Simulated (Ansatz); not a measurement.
# Mo wire along [100], 16 atoms a period: bands along the axis, part 2 of 2

What gap, if any, does the Mo wire along [100], 16 atoms a period have, and how many channels would it open?

Ansatz 0.2.0; DFT PBE, plane waves, PAW; relaxation of a wire's period; PAW set soft_1 (the session's first sound run).

So far: The starting structure; Relaxation of atoms and period.

**2. Relaxation of atoms and period (continued)**

Relaxation path:

| step | energy less that of the first step (eV) | largest force component (eV/Å) | pressure (GPa) | volume (Å³) |
| --- | --- | --- | --- | --- |
| 1 | 0.0000 | 2.4719 | -5.47 | 837.52 |
| 2 | -1.9007 | 0.7471 | -0.02 | 811.04 |
| 3 | -1.9790 | 0.2957 | 0.28 | 822.56 |
| 4 | -2.0270 | 0.1293 | -0.05 | 817.43 |
| 5 | -2.0317 | 0.0281 | 0.03 | 816.84 |
| 6 | -2.0318 | 0.0068 | -0.02 | 817.22 |
| 7* | -2.0302 | 0.0068 | -0.02 | 817.22 |

Relaxation steps marked * repeat the geometry before them on a plane-wave basis chosen anew for their cell, so energy and pressure can jump there.

The run keeps the 16 symmetry operations that it works with, so distortions that break them were not tested.

| cell as run | before | after | change |
| --- | --- | --- | --- |
| c (Å) | 3.160 | 3.083 | -2.4 % |

The atoms that moved most (Å, along periodic axes as changes of fractional coordinates times the final cell, across vacuum about the mean position):

```
atom      dx      dy     dz  length
 Mo8  -0.260   0.000  0.000   0.260
Mo14   0.000  -0.260  0.000   0.260
Mo11   0.000   0.260  0.000   0.260
 Mo1   0.260   0.000  0.000   0.260
 Mo5  -0.036   0.031  0.000   0.048
Mo10   0.031  -0.036  0.000   0.048
Mo16  -0.031  -0.036  0.000   0.048
 Mo7  -0.036  -0.031  0.000   0.048
```

This step gave:

| Property | Result |
| --- | --- |
| energy at zero smearing | -79278.4550 eV |
| cell length along the wire | 3.083 Å |

The cell's length comes to 3.083 Å with spin left out.

**3. The wire at its relaxed period**

This step: DFT PBE, plane waves, PAW; bands of a perfect wire; PAW set soft_1 (Ansatz 0.2.0).

At the relaxed period the bands are computed along the axis; those that cross an energy going forward count the channels that a perfect wire would open there.

File input.yaml:

```yaml
crystal:
  lattice:
    - [16.28, 0.0, 0.0]
    - [0.0, 16.28, 0.0]
    - [0.0, 0.0, 3.0833996906]
  atoms:
    - { symbol: Mo, position: [0.22483512, 0.5, 0.0] }
    - { symbol: Mo, position: [0.40517376, 0.307801302, 0.0] }
    - { symbol: Mo, position: [0.403104586, 0.5, 0.0] }
    - { symbol: Mo, position: [0.40517376, 0.692198698, 0.0] }
    - { symbol: Mo, position: [0.59482624, 0.307801302, 0.0] }
    - { symbol: Mo, position: [0.596895414, 0.5, 0.0] }
    - { symbol: Mo, position: [0.59482624, 0.692198698, 0.0] }
    - { symbol: Mo, position: [0.77516488, 0.5, 0.0] }
    - { symbol: Mo, position: [0.307801302, 0.40517376, 0.5] }
    - { symbol: Mo, position: [0.307801302, 0.59482624, 0.5] }
    - { symbol: Mo, position: [0.5, 0.22483512, 0.5] }
    - { symbol: Mo, position: [0.5, 0.403104586, 0.5] }
    - { symbol: Mo, position: [0.5, 0.596895414, 0.5] }
    - { symbol: Mo, position: [0.5, 0.77516488, 0.5] }
    - { symbol: Mo, position: [0.692198698, 0.40517376, 0.5] }
    - { symbol: Mo, position: [0.692198698, 0.59482624, 0.5] }
kpoints:
  mp_grid: { grid: [1, 1, 26] }
  band_path: { path: ["Γ", Z], npoints: 90 }
scf:
  occupations: { method: fermi_dirac, width: 0.05 }
hamiltonian:
  xc: pbe
  pseudopotentials: { kind: paw, azcp: { folder: soft_1 } }
output:
  dos: { e_range: [-5, 4] }
  write_potential: true
  write_density: true
  volumetric_format: npy
```

Launch:

```sh
ansatz run input.yaml --threads 4 --pin off --max-ram 16384MiB --backend cpu --events-out ev --progress --plain --runs-dir out
```

Numbers of over 12 decimals in the logs are rounded to 6 here.

Log:

```text
[...]
Crystal: 16 atoms, lattice volume = 817.219 Å³
Basis set: ecut = 420 eV, 15995 PW (Γ)
Bands: 135, of which v1, the nominal top of the filled ones, is band 112 counted from 1 (111 counted from 0)
Symmetry: 16 space group operations
[...]
k-points: 14 of 26
[...]
SCF iter   1: F=—  HF=-79293.297175 eV  |F-HF|=—  |Δ(HF+E_count)|=         —  Δρ=5.59e-2  dr2=9.95e1  ethr=3.10e-3  ⟨swp⟩=10.3  Hψ=9506  notcnv=0
[...]
SCF iter  11: F=-79278.521696 eV  HF=-79278.521696 eV  |F-HF|=1.79e-8  |Δ(HF+E_count)|=   1.83e-7  Δρ=2.07e-6  dr2=6.44e-8  ethr=4.46e-11  ⟨swp⟩=10.8  Hψ=6302  notcnv=0
SCF 1 converged in 11 iterations: F = -79278.521696 eV  dr2 = 6.44e-8
[...]
NSCF: frozen V_eff on 91 k-points
WARN: The output density's exchange-correlation potential varies sharply where the density is thin. Do not read a vacuum level from v_tot or v_xc, or from such a field of the output density. On a cell that repeats whose density bears no net charge and no dipole along the vacuum's axis use v_es (v_loc + v_h of the components); under efield.dipole_correction with no amplitude use v_es + v_field, which holds any externa [...]
SCF converged after 11 iterations
Free energy (F): -79278.521696 eV
[...]
Internal energy: -79278.388378 eV  (E = F + TS)
E sigma→0 (E₀):  -79278.455037 eV
Entropy (-TS):   -0.133318 eV (-8.332 meV/atom)
Fermi energy:    3.688126 eV
[...]
--- Band table (eV; the first three rows and the last of 14) ---
  k-point 0: bands = [... 108 lower, 3.2606, 3.3361, 3.3664, 3.3664, 3.5203, 3.5203, 3.8663, 3.9006, ... 19 higher]
  k-point 1: bands = [... 108 lower, 3.3132, 3.3745, 3.4301, 3.4301, 3.5958, 3.5958, 3.8663, 3.8733, ... 19 higher]
  k-point 2: bands = [... 108 lower, 3.4544, 3.5076, 3.5140, 3.5140, 3.6913, 3.7956, 3.7956, 3.8108, ... 19 higher]
  k-point 13: bands = [... 108 lower, 3.4131, 3.4131, 3.8074, 3.8074, 4.5095, 4.5095, 4.5536, 4.5536, ... 19 higher]
```

Run time: 97 s. Hardware: 4 threads of Intel Xeon Platinum 8488C (Sapphire Rapids), shared host; peak memory 5.3 GiB.

Reading the cycles: dr2 is the Hartree energy of the density residual (eV), the measure of convergence; HF is the Harris–Foulkes estimate of the energy, which meets the free energy F at convergence.

Numbers from this step:

```
band gap : 0 eV
```

Electronic bands along the path, in eV, zero at the Fermi level; # counts the bands kept:

```csv
point,#45,#46,#47,#48,#49,#50,#51,#52
Γ,-0.43,-0.35,-0.32,-0.32,-0.17,-0.17,0.18,0.21
halfway,-0.84,-0.78,-0.10,-0.10,0.31,0.35,0.35,0.41
Z,-0.28,-0.28,0.12,0.12,0.82,0.82,0.87,0.87
```

Between Γ and Z the bands cross the Fermi level 12 times, so a perfect wire would conduct at least 12 G₀, with spin left out.

**4. Outcome**

```yaml
cell_length_pbe: 3.083 Å
ballistic_conductance_by_band_crossings_a_lower_bound_pbe: 12 G₀
```

What this shows: Under PBE the cell's length is 3.08 Å, and the bands cross the Fermi level 12 times between Γ and Z, which gives a perfect wire at least 12 G₀ (opposite crossings within one step of the path cancel in such a count). No spin was allowed, though thin wires with open d shells can turn magnetic.

[Logs are printed without paths, hosts, clocks, repeated set-up lines and the standing remarks that a program may print on its own settings, such as how far it seeks lower states.]

[Hosts, paths, dates, database ids (printed as entryN), source tags and the programs' standing remarks are cut or masked in the printed files.]
